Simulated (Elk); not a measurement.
# Magnetic state of CsV2S2O from several starts, part 2 of 2

Aim: find out whether CsV2S2O carries moments, and which collinear order costs least.

Elk 11.2.3 (patched build); LDA (Perdew-Wang) with U = 4.10 eV, J = 0.90 eV on V d; all-electron APW+lo, Dirac cores, scalar-relativistic bands.

So far. Step 2 (Run 1 (ferro ++)): After 53 cycles the largest moment stands at 2.01 μB.

## 3. Start 2: antiferro +-

An opposed order shows whether the pairs that it reverses prefer unlike signs.

elk.in

```
tasks
  0

xctype
  3

rgkmax
  5.5

nempty
  12

swidth
  0.008

reducebf
  0.6

epsengy
  1e-05

maxscl
  100

lmaxi
  2

spinpol
  .true.

sppath
  './'

avec
  7.75114255771 0.00000000000 0.00000000000
  0.00000000000 7.75114255771 0.00000000000
  0.00000000000 0.00000000000 14.34549871686

atoms
  4
  'Cs.in'
  1
  0.0000000000 0.0000000000 0.5000000000   0.000000 0.000000 0.000000
  'V.in'
  2
  0.0000000000 0.5000000000 0.0000000000   0.000000 0.000000 -0.300000
  0.5000000000 0.0000000000 0.0000000000   0.000000 0.000000 0.300000
  'S.in'
  2
  0.5000000000 0.5000000000 0.7881550000   0.000000 0.000000 0.000000
  0.5000000000 0.5000000000 0.2118450000   0.000000 0.000000 0.000000
  'O.in'
  1
  0.0000000000 0.0000000000 0.0000000000   0.000000 0.000000 0.000000

ngridk
  4 4 2

dft+u
  1 1
  2 2 0.150672 0.033074
```

Started as:

```console
> OMP_NUM_THREADS=4 elk
```

Numbers of over 12 decimals in the logs are rounded to 6 here.

Output:

```text
Warning(gndstate): forces or DFT+U at lmaxo under 8 : 6
  [figures from our tests cut]: type lmaxo 8 and lmaxapw 10

--- INFO.OUT ---
┌─────────────────────────┐
│ Elk code version 11.2.3 │
└─────────────────────────┘

All units are atomic (Hartree, Bohr, etc.)

┌─────────────────────────────────────────────────┐
│ Ground-state run starting from atomic densities │
└─────────────────────────────────────────────────┘

Lattice vectors :
   7.751142558       0.000000000       0.000000000
   0.000000000       7.751142558       0.000000000
   0.000000000       0.000000000       14.34549872

Species : 1 (Cs)
 parameters loaded from : Cs.in
 name : caesium
 nuclear charge    :   -55.00000000
 electronic charge :    55.00000000
 atomic mass :    242271.8146
 muffin-tin radius :    2.800000000
 number of radial points in muffin-tin :    697
 inner part over the whole radius :   0.9860525787E-02
 number on inner part of muffin-tin    :    498
 approximate nuclear radius :   0.9115647269E-04
 number of mesh points to nuclear radius :    252
 atomic positions (lattice), magnetic fields (Cartesian) :
  1 :   0.00000000  0.00000000  0.00000000    0.00000000  0.00000000  0.00000000

Species : 2 (V)
 parameters loaded from : V.in
 name : vanadium
 nuclear charge    :   -23.00000000
 electronic charge :    23.00000000
 atomic mass :    92860.67382
 muffin-tin radius :    2.186040731
 number of radial points in muffin-tin :    497
 inner part over the whole radius :   0.9885309983E-02
 number on inner part of muffin-tin    :    349
 approximate nuclear radius :   0.6897515165E-04
 number of mesh points to nuclear radius :    165
 atomic positions (lattice), magnetic fields (Cartesian) :
  1 :   0.00000000  0.50000000  0.50000000    0.00000000  0.00000000 -0.30000000
  2 :   0.50000000  0.00000000  0.50000000    0.00000000  0.00000000  0.30000000

Species : 3 (S)
 parameters loaded from : S.in
 name : sulphur
 nuclear charge    :   -16.00000000
 electronic charge :    16.00000000
 atomic mass :    58450.91931
 muffin-tin radius :    2.200000000
 number of radial points in muffin-tin :    397
 inner part over the whole radius :   0.9701357800E-02
 number on inner part of muffin-tin    :    277
 approximate nuclear radius :   0.6195814986E-04
 number of mesh points to nuclear radius :    126
 atomic positions (lattice), magnetic fields (Cartesian) :
  1 :   0.50000000  0.50000000  0.28815500    0.00000000  0.00000000  0.00000000
  2 :   0.50000000  0.50000000 -0.28815500    0.00000000  0.00000000  0.00000000

Species : 4 (O)
 parameters loaded from : O.in
 name : oxygen
 nuclear charge    :   -8.000000000
 electronic charge :    8.000000000
 atomic mass :    29165.12205
 muffin-tin radius :    1.639530548
 number of radial points in muffin-tin :    297
 inner part over the whole radius :   0.9519365501E-02
 number on inner part of muffin-tin    :    203
 approximate nuclear radius :   0.5115538663E-04
 number of mesh points to nuclear radius :     87
 atomic positions (lattice), magnetic fields (Cartesian) :
  1 :   0.00000000  0.00000000  0.50000000    0.00000000  0.00000000  0.00000000

Total number of atoms per unit cell :    6
Total muffin-tin volume :    287.1346433
 ratio of muffin-tin to unit cell volume :   0.3331489848

Spin treatment :
 spin-polarised
 global magnetic field (Cartesian) :    0.000000000       0.000000000       0.000000000
 collinear magnetisation in z-direction

Number of Bravais lattice symmetries :   16
Number of crystal symmetries         :   16
Crystal has inversion symmetry
Real symmetric eigensolver will be used

k-point grid :      4     4     2
k-point offset :    0.000000000       0.000000000       0.000000000
k-point set is reduced with full crystal symmetry group
Total number of k-points :       12

Muffin-tin radius times maximum |G+k| :    5.500000000
 using average radius
Maximum |G+k| for APW functions       :    2.497802689
Maximum (1/2)|G+k|²                   :    3.119509136
Maximum |G| for potential and density :    12.00000000
Constant for pseudocharge density :    8
 order of it for each species :   15  15  15  15
 order of it for pair densities of each species (exact exchange by exxq0 0: 15) :   10   4   4   3
Radial integration step length :    1

G-vector grid sizes :     30    30    56
Number of G-vectors :    25047

Maximum angular momentum used for
 APW functions            :    8
 outer part of muffin-tin :    6
 inner part of muffin-tin :    2

Number of empty states         :     72
Total number of valence states :    208
Total number of core states    :     78

Third-order local-orbitals added for an l without core states : T
Total number of local-orbitals :     72

Exchange-correlation functional :      3     0     0
 Perdew-Wang/Ceperley-Alder, Phys. Rev. B 45, 13244 (1992)
 gradient requirement :    0
 local density approximation (LDA)

DFT+U calculation
 fully localised limit (FLL)
 see Phys. Rev. B 52, R5467 (1995)
 species : 2 (V), l = 2, U =   0.15067200, J =   0.03307400

Smearing type :    3
 Fermi-Dirac
Smearing width :   0.8000000000E-02
Effective electronic temperature (K) :    2526.200198

Mixing type :    3
 Broyden mixing, J. Phys. A: Math. Gen. 17, L317 (1984)

Kohn-Sham potential initialised from atomic data

┌──────────────────────────────┐
│ Self-consistent loop started │
└──────────────────────────────┘

┌─────────────────┐
│ Loop number : 1 │
└─────────────────┘

Energies :
 Fermi                       :     0.95983816343573E-01
 sum of occupied eigenvalues :     -6379.3971715357
 electron kinetic            :      11070.154259638
 core electron kinetic       :      10621.532773539
 Coulomb                     :     -21290.735186787
 Coulomb potential           :     -17005.290661387
 nuclear-nuclear             :     -1079.4411310379
 electron-nuclear            :     -23439.560485785
 Hartree                     :      3228.2664300359
 Madelung                    :     -12788.089856093
 xc potential                :     -444.12495341263
 xc effective B-field        :    -0.114161
 external B-field            :      0.000000
 exchange                    :     -318.23533959833
 correlation                 :     -12.169457817402
 DFT+U                       :     0.131821
 electron entropic           :    -0.20425387958979E-01
 total energy                :     -10550.874329014
 (external B-field energy excluded from total)

Density of states at Fermi energy :    93.37368685
 (states/Hartree/unit cell)

Estimated indirect band gap :   0.5869725953E-02
 from k-point 10 to k-point 8
Estimated direct band gap   :   0.1408639786E-01
 at k-point 1

Charges :
 core                        :    78.00000000
 valence                     :    63.00000000
 interstitial                :    9.761482891
 muffin-tins (core leakage)
  species : 1 (Cs)
   atom 1                    :    52.89898631     (  0.9041447122E-05)
  species : 2 (V)
   atom 1                    :    20.79409606     ( -0.3471371771E-05)
   atom 2                    :    20.79409606     ( -0.3471371771E-05)
  species : 3 (S)
   atom 1                    :    14.57971354     (  0.6413880072E-04)
   atom 2                    :    14.57971354     (  0.6413880072E-04)
  species : 4 (O)
   atom 1                    :    7.591911607     ( -0.4336312403E-05)
 total in muffin-tins        :    131.2385171
 total calculated charge     :    140.9999764
 total charge                :    141.0000000
 error                       :   0.2360078250E-04

Moments :
 interstitial                :  -0.4095968742E-16
 muffin-tins
  species : 1 (Cs)
   atom 1                    :  -0.6842455254E-21
  species : 2 (V)
   atom 1                    :    1.645771652
   atom 2                    :   -1.645771652
  species : 3 (S)
   atom 1                    :  -0.9853671597E-19
   atom 2                    :  -0.9853671597E-19
  species : 4 (O)
   atom 1                    :   0.6393162105E-20
 total in muffin-tins        :  -0.1906802698E-18
 total moment                :  -0.4115036769E-16

[... earlier loops left out ...]

┌──────────────────┐
│ Loop number : 35 │
└──────────────────┘

Energies :
 Fermi                       :     0.195760
 sum of occupied eigenvalues :     -6368.3898040558
 electron kinetic            :      11073.568048628
 core electron kinetic       :      10622.152734451
 Coulomb                     :     -21292.978826141
 Coulomb potential           :     -17004.206281477
 nuclear-nuclear             :     -1079.4411310379
 electron-nuclear            :     -23445.071489697
 Hartree                     :      3231.5337945946
 Madelung                    :     -12790.875685402
 xc potential                :     -437.57464256689
 xc effective B-field        :    -0.176929
 external B-field            :      0.000000
 exchange                    :     -318.28689642116
 correlation                 :     -12.159756136323
 DFT+U                       :     0.190428
 electron entropic           :    -0.89664892793709E-02
 total energy                :     -10549.675968429
 (external B-field energy excluded from total)

Density of states at Fermi energy :    43.91620599
 (states/Hartree/unit cell)

Estimated indirect band gap :   0.1598870474E-02
 from k-point 10 to k-point 8
Estimated direct band gap   :   0.2024114768E-01
 at k-point 8

Charges :
 core                        :    78.00000000
 valence                     :    63.00000000
 interstitial                :    9.951140575
 muffin-tins (core leakage)
  species : 1 (Cs)
   atom 1                    :    53.00556012     (  0.8730344305E-05)
  species : 2 (V)
   atom 1                    :    20.93400025     ( -0.3471406881E-05)
   atom 2                    :    20.93400025     ( -0.3471406881E-05)
  species : 3 (S)
   atom 1                    :    14.50902363     (  0.6342209721E-04)
   atom 2                    :    14.50902363     (  0.6342209721E-04)
  species : 4 (O)
   atom 1                    :    7.157251539     ( -0.4335672628E-05)
 total in muffin-tins        :    131.0488594
 total calculated charge     :    140.9999912
 total charge                :    141.0000000
 error                       :   0.8776520275E-05

Moments :
 interstitial                :   0.6757224293E-17
 muffin-tins
  species : 1 (Cs)
   atom 1                    :   0.4791402803E-20
  species : 2 (V)
   atom 1                    :    1.992147507
   atom 2                    :   -1.992147507
  species : 3 (S)
   atom 1                    :  -0.7458277933E-20
   atom 2                    :  -0.7458277933E-20
  species : 4 (O)
   atom 1                    :   0.3258273141E-19
 total in muffin-tins        :   0.1766617554E-19
 total moment                :   0.6774890469E-17

┌──────────────────────────────┐
│ Self-consistent loop stopped │
└──────────────────────────────┘

Warning : forces or DFT+U at lmaxo under 8 : 6

Wrote STATE.OUT
```

Wall time 2 min (4 threads of Arm Neoverse V1, shared host); peak memory 0.41 GiB; 7 min of CPU time.

Spin moment in the muffin-tin sphere by atom:

```csv
atom,spin moment in the muffin-tin sphere (μB)
Cs1,0.00
V2,1.99
V3,-1.99
S4,0.00
S5,0.00
O6,0.00
```

Numbers from this step:

| Property | Result |
| --- | --- |
| density of states at the Fermi level | 1.614 states/eV/cell |
| moment between the spheres | 0 μB |
| magnetization | 0 μB |
| final state | antiferromagnetic |

It lies 169 meV a seeded atom under the first start, and its largest moment is 1.99 μB against 2.01 μB.

## 4. Run 3 (no spin polarisation)

This run holds no moments, which gives a state to set the others against.

elk.in: that of step 3 with these lines changed.

```diff
@@ -15,5 +15,2 @@
 
-reducebf
-  0.6
-
 epsengy
@@ -26,5 +23,2 @@
   2
-
-spinpol
-  .true.
 
@@ -45,4 +39,4 @@
   2
-  0.0000000000 0.5000000000 0.0000000000   0.000000 0.000000 -0.300000
-  0.5000000000 0.0000000000 0.0000000000   0.000000 0.000000 0.300000
+  0.0000000000 0.5000000000 0.0000000000   0.000000 0.000000 0.000000
+  0.5000000000 0.0000000000 0.0000000000   0.000000 0.000000 0.000000
   'S.in'
```

Started as:

```console
> OMP_NUM_THREADS=4 elk
```

Output:

```text
Warning(gndstate): forces or DFT+U at lmaxo under 8 : 6
  [figures from our tests cut]: type lmaxo 8 and lmaxapw 10

--- INFO.OUT ---
┌─────────────────────────┐
│ Elk code version 11.2.3 │
└─────────────────────────┘

All units are atomic (Hartree, Bohr, etc.)

┌─────────────────────────────────────────────────┐
│ Ground-state run starting from atomic densities │
└─────────────────────────────────────────────────┘

Lattice vectors :
   7.751142558       0.000000000       0.000000000
   0.000000000       7.751142558       0.000000000
[...]
species : 3 (S)
   atom 1                    :    14.47406475     (  0.6295388724E-04)
   atom 2                    :    14.47406475     (  0.6295388724E-04)
  species : 4 (O)
   atom 1                    :    7.135977901     ( -0.4335904743E-05)
 total in muffin-tins        :    130.8643179
 total calculated charge     :    140.9999448
 total charge                :    141.0000000
 error                       :   0.5518701741E-04

┌──────────────────────────────┐
│ Self-consistent loop stopped │
└──────────────────────────────┘

Warning : forces or DFT+U at lmaxo under 8 : 6

Wrote STATE.OUT

[key lines of the parts left out:]
total energy                :     -10549.598164581
```

Elapsed: 37 s, on 4 threads; peak memory 0.25 GiB; 2.2 min of CPU time.

This step gave:

- density of states at the Fermi level: 4.749 states/eV/cell
- final state: non-magnetic (no spin polarisation)

It lies 889 meV a seeded atom over the first start.

## 5. The states side by side

These are free energies at a smearing of 0.218 eV, so its entropy term is in the differences. They are divided by the number of seeded atoms, so that cells of unlike size compare.

Orders:

```csv
start,final state,typed order kept,energy over the lowest (meV a seeded atom),largest sphere moment (μB),net moment (μB a primitive cell),DOS at the Fermi level (states/eV a primitive cell),mesh matched,CPU time (s)
ferro ++,ferromagnetic,yes,169.4,2.011,4.835,1.641,yes,652.5
antiferro +-,antiferromagnetic,yes,0,1.992,0,1.614,yes,420.9
no spin polarisation,non-magnetic,-,1059,0,0,4.749,yes,132
```

## 6. Outcome

| Quantity | Value |
| --- | --- |
| lowest state found | antiferromagnetic (typed antiferro +-) |
| largest site moment | 1.99 μB |
| next state | ferromagnetic, 169 meV a seeded atom higher |
| run without spin seeds, over the lowest | 1059 meV a seeded atom |

The lowest state found is antiferromagnetic, reached from the start antiferro +-, with moments up to 1.99 μB. The next state costs 169 meV a seeded atom. Under a U a spinless open shell is left with part-filled orbitals, which the U penalises, so its energy is no clean measure of what the moments gain. This is the lowest of 3 finished starts, no proof of the ground state. Under a U a part-filled d shell can order its orbitals; no such lower state was searched for, and the cell's symmetry can forbid it.

[Logs and program files are shortened in this print: banners, set-up blocks, solver, clock and traceback lines can be left out without a mark of their own.]

[Logs are printed without paths, hosts, clocks, repeated set-up lines and the standing remarks that a program may print on its own settings, such as how far it seeks lower states.]

[Hosts, paths, dates, database ids (printed as entryN), source tags and the programs' standing remarks are cut or masked in the printed files.]

[Where a cell is said to come from a database of computed structures, the database is the Materials Project.]
